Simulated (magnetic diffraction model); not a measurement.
# Solving a magnetic structure from powder neutron data: DyVCo4

Space group Cmmm (no. 65), a = 4.9560 Å, b = 8.2770 Å, c = 3.9440 Å.

```csv
site,atom,x,y,z
2b,Dy,1/2,0,0
4f,Co,1/4,3/4,1/2
4i,Co,1/2,0.6763,0
2d,V,0,0,1/2
```

The compound is invented for this exercise: a known structure type with other elements, its cell scaled to their sizes and not relaxed.

Only Dy and Co are taken to order (form factors of Dy3+ and Co2+); orders and moment sizes are assumed, and not adapted to the symmetry. Radiation: neutrons of λ = 2.0775 Å (absorption by Dy left out), 1.5° to 80°; isotropic B of 0.32 Å² (Dy), 0.34 Å² (Co) and 0.47 Å² (V). The intensities are simulated: I ∝ L Σ (|F_N|² + |F_M⊥|²) for unpolarised neutrons, with F_M = 2.695 fm/μB × Σ f(s) S exp(2πi Q·r) exp(−B s²) at Q = H ± k (one set where k and −k are equivalent), only the part normal to Q counting and L = 1/(sin²θ cos θ). For a modulated order the moment at position r is S exp(−2πi k·r) + c.c., with S = m/2 for a sine wave of amplitude m and S = m(u + iv)/2 for moments turning in a plane, u and v being orthogonal unit vectors in it; the phase factor of the sum at Q = H + k is then exp(2πi H·r). Form factors are spin-only for 3d ions and dipole or tabulated for f ions, scattering lengths are Sears's of 1992, and absorption is left out. A label names one of the reflections at its angle. The strongest nuclear line in the range is 100, and lines under 0.2 are left out.

Above the ordering temperature:

```
2θ (°)    index      I
 28.28  (1 1 0)   96.8
 29.07  (0 2 0)   14.8
 30.54  (0 0 1)   55.1
 42.11  (1 1 1)   83.0
 42.67  (0 2 1)   73.6
 49.57  (2 0 0)   20.8
 51.05  (1 3 0)   71.2
 58.50  (2 2 0)   39.6
 59.35  (2 0 1)   83.7
 60.26  (0 4 0)   22.3
 60.66  (1 3 1)  100.0
 63.57  (0 0 2)   35.5
 67.43  (2 2 1)   16.1
 69.07  (0 4 1)   10.7
 70.99  (1 1 2)   39.2
 71.39  (0 2 2)    6.3
 79.76  (3 1 0)   16.9
```

Below it (cell unchanged):

```tsv
2θ (°)	I
10.07	208.5
20.23	7.3
28.28	96.8
29.07	14.8
30.09	80.9
30.54	55.1
30.84	12.2
35.02	69.0
35.67	81.9
41.12	0.7
42.11	83.0
42.67	73.6
49.57	20.8
50.65	35.6
50.72	0.3
51.05	71.2
51.14	41.1
52.08	6.2
52.18	2.2
54.06	6.5
55.46	2.3
58.50	39.6
59.35	83.7
59.53	33.7
60.26	22.3
60.31	24.1
60.66	100.0
60.75	4.5
61.28	12.7
62.55	5.4
63.57	35.5
64.26	1.5
66.30	4.9
67.43	16.1
67.54	2.1
69.07	10.7
```
(The table stops after 36 lines; 7 more lie at higher angle.)

**Question.** Find the propagation vector, then choose among these models:
A. a sine wave with moments along [010] (amplitudes given), 6 μB on Dy and 2.14 μB on Co; signs + at (1/2, 0, 0), + at (1/4, 3/4, 1/2), + at (1/4, 1/4, 1/2), − at (1/2, 0.6763, 0), − at (1/2, 0.3237, 0)
B. a sine wave with moments along [100] (amplitudes given), 6 μB on Dy and 2.14 μB on Co; signs + at (1/2, 0, 0), + at (1/4, 3/4, 1/2), + at (1/4, 1/4, 1/2), − at (1/2, 0.6763, 0), − at (1/2, 0.3237, 0)
C. moments turning in the plane of [100] and [010], 6 μB on Dy and 2.14 μB on Co; signs + at (1/2, 0, 0), + at (1/4, 3/4, 1/2), + at (1/4, 1/4, 1/2), − at (1/2, 0.6763, 0), − at (1/2, 0.3237, 0)
D. moments turning in the plane of [001] and [100], 6 μB on Dy and 2.14 μB on Co; signs + at (1/2, 0, 0), + at (1/4, 3/4, 1/2), + at (1/4, 1/4, 1/2), − at (1/2, 0.6763, 0), − at (1/2, 0.3237, 0)

The new lines index as (0 0 1/3) at 10.07°, (0 0 2/3) at 20.23°, (1 1 1/3) at 30.09° and (0 2 1/3) at 30.84°, that is as H ± k with k = (0 0 1/3). Satellites come in pairs about each point of the reciprocal lattice.

Magnetic intensity, observed (below minus above) and for each model:

| 2θ (°) | index | observed | A | B | C | D |
| --- | --- | --- | --- | --- | --- | --- |
| 10.07 | (0 0 1/3) | 208.5 | 104.3 | 104.3 | 208.5 | 104.3 |
| 30.09 | (1 1 1/3) | 80.9 | 55.6 | 25.3 | 80.9 | 89.5 |
| 30.84 | (0 2 1/3) | 12.2 | 1.2 | 11.0 | 12.2 | 20.9 |
| 35.02 | (1 1 2/3) | 69.0 | 42.5 | 26.5 | 69.0 | 60.5 |
| 35.67 | (0 2 2/3) | 81.9 | 20.3 | 61.7 | 81.9 | 103.1 |
| 51.14 | (0 2 4/3) | 41.1 | 16.4 | 24.8 | 41.1 | 33.1 |
| 59.53 | (2 2 1/3) | 33.7 | 24.3 | 9.4 | 33.7 | 41.1 |
| 61.28 | (0 4 1/3) | 12.7 | 0.4 | 12.3 | 12.7 | 24.3 |

Model C matches.

The structure used: k = (0 0 1/3), moments turning in the plane of [100] and [010], 6 μB on Dy and 2.14 μB on Co; signs + at (1/2, 0, 0), + at (1/4, 3/4, 1/2), + at (1/4, 1/4, 1/2), − at (1/2, 0.6763, 0), − at (1/2, 0.3237, 0).

[Logs are printed without paths, hosts, clocks, repeated set-up lines and the standing remarks that a program may print on its own settings, such as how far it seeks lower states.]
